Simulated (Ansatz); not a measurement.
# Σ9 (114) boundary in bcc W, starting shift (0.33, 0): structure and resistance, part 3 of 3

How much does the Σ9 (114) boundary in bcc W, starting shift (0.33, 0) reflect electrons?

Ansatz 0.2.0; Ansatz plane-wave DFT, PBE, PAW files; relaxation of a bicrystal slab with its lowest layers held; PAW set soft_1 (the session's first sound run).

So far. Step 3 (Transmission across the boundary): Over the solved energies the transmission per spin lies between 1.20 and 1.24, out of 2.62 channels of the lead on average (up to 2.83). Step 4 (Specific resistance): Averaged over the energies near the Fermi level, 46.6 % of the channels pass, which makes 1.20 fΩ m².

### 5. Single-crystal slab for reference

The free faces cost energy too. A single-crystal slab with the same faces and held layers is relaxed, so that they cancel.

This step: Ansatz plane-wave DFT, PBE, PAW files; relaxation of a single-crystal slab with its lowest layers held; PAW set soft_1 (Ansatz 0.2.0).

System of this step: W slab, plane (1, 1, 4). The cell holds 26 atoms: 26 W. Cell: a = 5.248 Å, b = 4.476 Å, c = 29.649 Å, α = 90.0°, β = 90.0°, γ = 64.8°. It derives from W. Vacuum lies along c.

The input, input.yaml:

```yaml
crystal:
  lattice:
    - [5.2482270683, 0.0, 0.0]
    - [1.9084462066, 4.0484257627, 0.0]
    - [0.0, 0.0, 29.6487628425]
  atoms:
    - { symbol: W, position: [0.1111111112, 0.9444444447, 0.1686411007] }
    - { symbol: W, position: [0.6666666667, 0.6666666669, 0.1938006838] }
    - { symbol: W, position: [0.2222222223, 0.3888888891, 0.218960267] }
    - { symbol: W, position: [0.7777777778, 0.1111111113, 0.2441198501] }
    - { symbol: W, position: [0.3333333334, 0.8333333335, 0.2692794333] }
    - { symbol: W, position: [0.8888888889, 0.5555555557, 0.2944390164] }
    - { symbol: W, position: [0.4444444445, 0.277777778, 0.3195985995] }
    - { symbol: W, position: [1.0e-10, 2.0e-10, 0.3447581827] }
    - { symbol: W, position: [0.5555555556, 0.7222222224, 0.3699177658] }
    - { symbol: W, position: [0.1111111112, 0.4444444446, 0.3950773489] }
    - { symbol: W, position: [0.6666666667, 0.1666666668, 0.4202369321] }
    - { symbol: W, position: [0.2222222223, 0.888888889, 0.4453965152] }
    - { symbol: W, position: [0.7777777778, 0.6111111112, 0.4705560984] }
    - { symbol: W, position: [0.3333333334, 0.3333333334, 0.4957156815] }
    - { symbol: W, position: [0.8888888889, 0.0555555557, 0.5208752646] }
    - { symbol: W, position: [0.4444444445, 0.7777777779, 0.5460348478] }
    - { symbol: W, position: [0.0, 0.5000000001, 0.5711944309] }
    - { symbol: W, position: [0.5555555556, 0.2222222223, 0.5963540141] }
    - { symbol: W, position: [0.1111111111, 0.9444444445, 0.6215135972] }
    - { symbol: W, position: [0.6666666667, 0.6666666667, 0.6466731803] }
    - { symbol: W, position: [0.2222222222, 0.3888888889, 0.6718327635] }
    - { symbol: W, position: [0.7777777778, 0.1111111111, 0.6969923466] }
    - { symbol: W, position: [0.3333333333, 0.8333333334, 0.7221519297] }
    - { symbol: W, position: [0.8888888889, 0.5555555556, 0.7473115129] }
    - { symbol: W, position: [0.4444444444, 0.2777777778, 0.772471096] }
    - { symbol: W, position: [0.0, 0.0, 0.7976306792] }
kpoints:
  mp_grid: { grid: [6, 6, 1] }
hamiltonian:
  xc: pbe
  pseudopotentials: { kind: paw, azcp: { folder: soft_1 } }
scf:
  occupations: { method: fermi_dirac, width: 0.1 }
relax:
  f_tol: 0.03
  max_steps: 80
  constraints: [{ sites: [0, 1, 2, 3, 4] }]
```

Command:

```console
$ ansatz run input.yaml --threads 4 --pin off --max-ram 15360MiB --backend cpu --events-out ev --progress --plain --runs-dir out
```

Numbers of over 12 decimals in the logs are rounded to 6 here.

The log of the run:

```text
Warning: crystal.symmetry: narrowed to the stabiliser of the relax constraints — unitary ops 4 → 2; lowered at sites 0, 1, 2, 3, 4, 21, 22, 23, 24, 25 (the operations that carried what is held of a site onto what its image site leaves free; the constrained walk keeps no symmetry that its constraints do not admit)
[...]
Crystal: 26 atoms, lattice volume = 629.949 Å³
Basis set: ecut = 420 eV, 12319 PW (Γ), exchange–correlation on 72×60×400 points (8 copies of the dense FFT grid, shifted against one another)
Bands: 219, of which v1, the nominal top of the filled ones, is band 182 counted from 1 (181 counted from 0)
Symmetry: 2 space group operations
k-points: 13 of 36 (time reversal used)
[...]
SCF iter   1: F=—  HF=-270035.261260 eV  |F-HF|=—  |Δ(HF+E_count)|=         —  Δρ=5.81e-2  dr2=2.30e2  ethr=3.10e-3  ⟨swp⟩=8.8  Hψ=13327  notcnv=0
[...]
SCF iter   9: F=-270023.586543 eV  HF=-270023.586545 eV  |F-HF|=1.44e-6  |Δ(HF+E_count)|=   3.77e-6  Δρ=1.98e-5  dr2=7.74e-6  ethr=6.18e-9  ⟨swp⟩=3.4  Hψ=10470  notcnv=0
SCF 1 converged in 9 iterations: F = -270023.586543 eV  dr2 = 7.74e-6
[...]
relax step   1: F+E_penalty+E_count = -270023.58654330 eV  Δ(F+E_penalty+E_count) = +0.000e0 eV  max|allowed force component| = 2.538e0 eV/Å  Δτ_max = 0.0000 Å  (9 SCF iters, dr2 threshold 2.25e-5 eV, accepted)
[...]
SCF iter   1: F=—  HF=-270023.977614 eV  |F-HF|=—  |Δ(HF+E_count)|=         —  Δρ=7.98e-3  dr2=2.63e0  ethr=6.08e-4  ⟨swp⟩=2.1  Hψ=9328  notcnv=0
eigensolver tolerance schedule calibrated: the retry pair's looser diagonalisation under-reported the residual by θ = 0.16 (0.23/decade); ethr = c·dr2/N_el runs at the constant in force after the calibration composes with the one it found (an armed cap, an earlier calibration), c = 2.0e-2
[...]
SCF iter   2: F=—  HF=-270023.921164 eV  |F-HF|=—  |Δ(HF+E_count)|=   5.65e-2  Δρ=3.41e-3  dr2=2.79e-1  ethr=1.43e-4  ⟨swp⟩=5.8  Hψ=6963  notcnv=0
[...]
SCF iter   6: F=-270023.876269 eV  HF=-270023.876296 eV  |F-HF|=2.73e-5  |Δ(HF+E_count)|=   3.26e-5  Δρ=4.23e-5  dr2=4.14e-5  ethr=5.42e-9  ⟨swp⟩=2.2  Hψ=10841  notcnv=0
SCF 2 converged in 6 iterations: F = -270023.876269 eV  dr2 = 4.14e-5
relax step   2: F+E_penalty+E_count = -270023.87626920 eV  Δ(F+E_penalty+E_count) = -2.897e-1 eV  max|allowed force component| = 1.138e0 eV/Å  Δτ_max = 0.1910 Å  (6 SCF iters, dr2 threshold 1.00e-4 eV, accepted)
[...]
SCF iter   6: F=-270023.945059 eV  HF=-270023.945073 eV  |F-HF|=1.41e-5  |Δ(HF+E_count)|=   2.12e-5  Δρ=4.61e-5  dr2=3.42e-5  ethr=1.58e-8  ⟨swp⟩=3.0  Hψ=11268  notcnv=0
SCF 3 converged in 6 iterations: F = -270023.945059 eV  dr2 = 3.42e-5
relax step   3: F+E_penalty+E_count = -270023.94505934 eV  Δ(F+E_penalty+E_count) = -6.879e-2 eV  max|allowed force component| = 4.146e-1 eV/Å  Δτ_max = 0.1467 Å  (6 SCF iters, dr2 threshold 8.10e-5 eV, accepted)
[...]
relax step   4: F+E_penalty+E_count = -270023.96173602 eV  Δ(F+E_penalty+E_count) = -1.668e-2 eV  max|allowed force component| = 1.107e-1 eV/Å  Δτ_max = 0.0478 Å  (5 SCF iters, dr2 threshold 2.28e-5 eV, accepted)
[...]
relax step   5: F+E_penalty+E_count = -270023.96358753 eV  Δ(F+E_penalty+E_count) = -1.852e-3 eV  max|allowed force component| = 3.395e-2 eV/Å  Δτ_max = 0.0174 Å  (7 SCF iters, accepted)
SCF iter   1: F=—  HF=-270023.964407 eV  |F-HF|=—  |Δ(HF+E_count)|=         —  Δρ=4.14e-4  dr2=2.48e-3  ethr=1.17e-5  ⟨swp⟩=2.2  Hψ=4308  notcnv=0
[...]
SCF iter   6: F=-270023.963713 eV  HF=-270023.963713 eV  |F-HF|=2.92e-8  |Δ(HF+E_count)|=   4.89e-9  Δρ=1.57e-6  dr2=4.85e-8  ethr=2.75e-11  ⟨swp⟩=5.2  Hψ=9482  notcnv=0
SCF 6 converged in 6 iterations: F = -270023.963713 eV  dr2 = 4.85e-8
relax step   6: F+E_penalty+E_count = -270023.96371324 eV  Δ(F+E_penalty+E_count) = -1.257e-4 eV  max|allowed force component| = 1.443e-2 eV/Å  Δτ_max = 0.0050 Å  (6 SCF iters, accepted)
SCF converged after 6 iterations
Free energy (F): -270023.963713 eV
[...]
Internal energy: -270023.473718 eV  (E = F + TS)
E sigma→0 (E₀):  -270023.718716 eV
Entropy (-TS):   -0.489995 eV (-18.846 meV/atom)
Fermi energy:    13.312200 eV
[...]
--- Forces (eV/Å), atoms counted from 1 ---
  atom   1  W      0.14619609    -0.06891750     2.54873575
  atom   2  W     -0.42865037     0.20206772     0.17942192
  atom   3  W     -0.00713368     0.00336285    -1.35953923
  atom   4  W     -0.02340921     0.01103521    -1.30743014
  atom   5  W      0.31397233    -0.14800797    -0.06631559
  atom   6  W     -0.00077024     0.00036309     0.00101519
  atom   7  W     -0.00109645     0.00051687    -0.00022423
  atom   8  W     -0.00032922     0.00015519    -0.00020309
  atom   9  W     -0.00055725     0.00026269     0.00091861
  atom  10  W      0.00013321    -0.00006280     0.00029842
  atom  11  W      0.00106269    -0.00050095     0.00128557
  atom  12  W     -0.00060717     0.00028622    -0.00074925
  atom  13  W      0.00001990    -0.00000938     0.00351482
  atom  14  W      0.00067306    -0.00031729    -0.00417732
  atom  15  W      0.00283766    -0.00133768     0.00437485
  atom  16  W      0.00246113    -0.00116019    -0.00479342
  atom  17  W      0.00360869    -0.00170115     0.00805068
  atom  18  W     -0.00229301     0.00108094    -0.00788478
  atom  19  W      0.00131349    -0.00061918     0.00521203
  atom  20  W     -0.00126895     0.00059819    -0.00301323
  atom  21  W     -0.00027874     0.00013140     0.00834493
  atom  22  W     -0.00080079     0.00037750    -0.01442816
  atom  23  W     -0.00033785     0.00015927    -0.00202651
  atom  24  W     -0.00217158     0.00102369     0.00180172
  atom  25  W      0.00077234    -0.00036408     0.00579088
  atom  26  W     -0.00334986     0.00157914     0.00205209
  max |Σ_I F_I| component: 3.25e-5 eV/Å
--- Relaxed structure (6 steps of the walk, 6 accepted, 0 SCFs on fresh bases) ---
  F+E_penalty+E_count = -270023.96371324 eV   max|allowed force component| = 1.443e-2 eV/Å
  atoms:
    - { symbol: W, position: [0.111111, 0.944444, 0.168641] }
    - { symbol: W, position: [0.666667, 0.666667, 0.193801] }
    - { symbol: W, position: [0.222222, 0.388889, 0.218960] }
    - { symbol: W, position: [0.777778, 0.111111, 0.244120] }
    - { symbol: W, position: [0.333333, 0.833333, 0.269279] }
    - { symbol: W, position: [0.889771, 0.555115, 0.294748] }
    - { symbol: W, position: [0.444048, 0.277976, 0.320422] }
    - { symbol: W, position: [-0.00176724, 0.000883618, 0.345505] }
    - { symbol: W, position: [0.553494, 0.723253, 0.371199] }
    - { symbol: W, position: [0.108864, 0.445568, 0.396235] }
    - { symbol: W, position: [0.665329, 0.167335, 0.421882] }
    - { symbol: W, position: [0.220659, 0.889670, 0.447238] }
    - { symbol: W, position: [0.776251, 0.611875, 0.472823] }
    - { symbol: W, position: [0.331054, 0.334473, 0.498013] }
    - { symbol: W, position: [0.886569, 0.056716, 0.523725] }
    - { symbol: W, position: [0.441675, 0.779162, 0.549160] }
    - { symbol: W, position: [-0.00204582, 0.501023, 0.574543] }
    - { symbol: W, position: [0.553300, 0.223350, 0.599528] }
    - { symbol: W, position: [0.109759, 0.945120, 0.625495] }
    - { symbol: W, position: [0.663597, 0.668201, 0.650570] }
    - { symbol: W, position: [0.216731, 0.391634, 0.675994] }
    - { symbol: W, position: [0.770339, 0.114830, 0.700838] }
    - { symbol: W, position: [0.332053, 0.833973, 0.728201] }
    - { symbol: W, position: [0.888588, 0.555706, 0.753405] }
    - { symbol: W, position: [0.460279, 0.269861, 0.775078] }
    - { symbol: W, position: [-0.00460297, 0.00230149, 0.796596] }
```

Wall time 6.4 min (4 threads of Arm Neoverse V1, shared host); peak memory 3.1 GiB.

Step by step:

```tsv
step	energy less that of the first step (eV)	largest force component (eV/Å)
1	0.0000	2.5380
2	-0.2897	1.1383
3	-0.3585	0.4146
4	-0.3752	0.1107
5	-0.3770	0.0339
6	-0.3772	0.0144
```

The atoms that moved most (Å):

```tsv
atom	dx	dy	dz	length
W24	-0.001	0.001	0.181	0.181
W23	-0.005	0.003	0.179	0.179
W21	-0.024	0.011	0.123	0.126
W22	-0.032	0.015	0.114	0.119
W19	-0.006	0.003	0.118	0.118
W20	-0.013	0.006	0.116	0.116
W25	0.068	-0.032	0.077	0.108
W17	-0.009	0.004	0.099	0.100
```

Final coordinates:

```
W
1.0
     5.24823    0.00000    0.00000
     1.90845    4.04843    0.00000
     0.00000    0.00000   29.64876
W
26
Direct
  0.11111 0.94444 0.16864
  0.66667 0.66667 0.19380
  0.22222 0.38889 0.21896
  0.77778 0.11111 0.24412
  0.33333 0.83333 0.26928
  0.88977 0.55511 0.29475
  0.44405 0.27798 0.32042
  0.99823 0.00088 0.34550
  0.55349 0.72325 0.37120
  0.10886 0.44557 0.39623
  0.66533 0.16734 0.42188
  0.22066 0.88967 0.44724
  0.77625 0.61187 0.47282
  0.33105 0.33447 0.49801
  0.88657 0.05672 0.52373
  0.44168 0.77916 0.54916
  0.99795 0.50102 0.57454
  0.55330 0.22335 0.59953
  0.10976 0.94512 0.62550
  0.66360 0.66820 0.65057
  0.21673 0.39163 0.67599
  0.77034 0.11483 0.70084
  0.33205 0.83397 0.72820
  0.88859 0.55571 0.75341
  0.46028 0.26986 0.77508
  0.99540 0.00230 0.79660
```

Numbers from this step:

```yaml
free_energy: -270023.9637 eV
energy_at_zero_smearing: -270023.7187 eV
fermi_energy: 13.31 eV
```

The largest force component on a free atom ends at 0.014 eV/Å, under the tolerance of 0.03, after 6 steps.

### 6. Bulk reference

The perfect crystal gives the energy per atom, for the atoms by which bicrystal and slab differ.

This step: Ansatz plane-wave DFT, PBE, PAW files; bulk reference; PAW set soft_1 (Ansatz 0.2.0).

System of this step: W. It takes space group Im-3m (No. 229, cubic). The conventional cell has a = 3.165 Å, b = 3.165 Å, c = 3.165 Å, α = 90.00°, β = 90.00°, γ = 90.00°. Nearest to W lie 8 W at 2.74 Å.

input.yaml, the sections that differ from step 5:

```yaml
crystal:
  lattice:
    - [-1.5824, 1.5824, 1.5824]
    - [1.5824, -1.5824, 1.5824]
    - [1.5824, 1.5824, -1.5824]
  atoms:
    - { symbol: W, position: [0.0, 0.0, 0.0] }
kpoints:
  mp_grid: { grid: [19, 19, 19] }
# hamiltonian, scf: as in step 5
# relax: removed
```

The log of the run:

```text
[...]
Crystal: 1 atoms, lattice volume = 15.849 Å³
Basis set: ecut = 420 eV, 321 PW (Γ)
Bands: 11, of which v1, the nominal top of the filled ones, is band 7 counted from 1 (6 counted from 0)
Symmetry: 48 space group operations
[...]
k-points: 220 of 6859
[...]
SCF iter   1: F=—  HF=-10386.114845 eV  |F-HF|=—  |Δ(HF+E_count)|=         —  Δρ=6.30e-2  dr2=5.37e-1  ethr=3.10e-3  ⟨swp⟩=5.0  Hψ=12597  notcnv=0
[...]
SCF iter   6: F=-10385.924644 eV  HF=-10385.924644 eV  |F-HF|=9.20e-10  |Δ(HF+E_count)|=   1.49e-8  Δρ=3.40e-6  dr2=1.25e-9  ethr=6.35e-10  ⟨swp⟩=1.0  Hψ=6462  notcnv=0
SCF 1 converged in 6 iterations: F = -10385.924644 eV  dr2 = 1.25e-9
[...]
SCF converged after 6 iterations
Free energy (F): -10385.924644 eV
[...]
Internal energy: -10385.910479 eV  (E = F + TS)
E sigma→0 (E₀):  -10385.917561 eV
Entropy (-TS):   -0.014165 eV (-14.165 meV/atom)
Fermi energy:    22.404939 eV
[...]
```

Run time: 0.65 s. Hardware: 4 threads; peak memory 0.28 GiB.

Numbers from this step:

```
free energy             : -10385.9246 eV
energy at zero smearing : -10385.9176 eV
Fermi energy            : 22.40 eV
```

### 7. Boundary energy

This step: Ansatz plane-wave DFT, PBE, PAW files; bicrystal less single-crystal slab less bulk atoms, a boundary area; PAW set soft_1 (Ansatz 0.2.0).

This step gave:

| Quantity | Value |
| --- | --- |
| excess energy of the cell | 3.224 eV |
| boundary energy | 2.431 J/m² |

The boundary costs 2.4 J/m².

By hand: 3.22 eV / 21.25 Å² × 16.02 = 2.43 J/m².

### 8. What came out

* specific resistance of the boundary: 1.20 fΩ m²
* share of channels that pass: 0.466
* boundary energy: 2.43 J/m²

In words: The boundary has a specific resistance of 1.2 fΩ m² and an energy of 2.4 J/m². The boundary reflects 53 % of the channels; 1.2 fΩ m² is 12×10⁻¹² Ω·cm². That equals the resistance of 22 nm of bulk W at 300 K (measured 5.44 µΩ cm, CRC Handbook of Chemistry and Physics, 84th ed., 2003, Electrical Resistivity of Pure Metals). In the relaxation the upper grain slid sideways by about 0.9 Å, so the result belongs to the position that it found, not to the starting one. One starting structure was relaxed; another shift or atom count at the boundary may lie lower. Spin-orbit coupling is left out, which matters for W.

[Logs are printed without paths, hosts, clocks, repeated set-up lines and the standing remarks that a program may print on its own settings, such as how far it seeks lower states.]

[Hosts, paths, dates, database ids (printed as entryN), source tags and the programs' standing remarks are cut or masked in the printed files.]
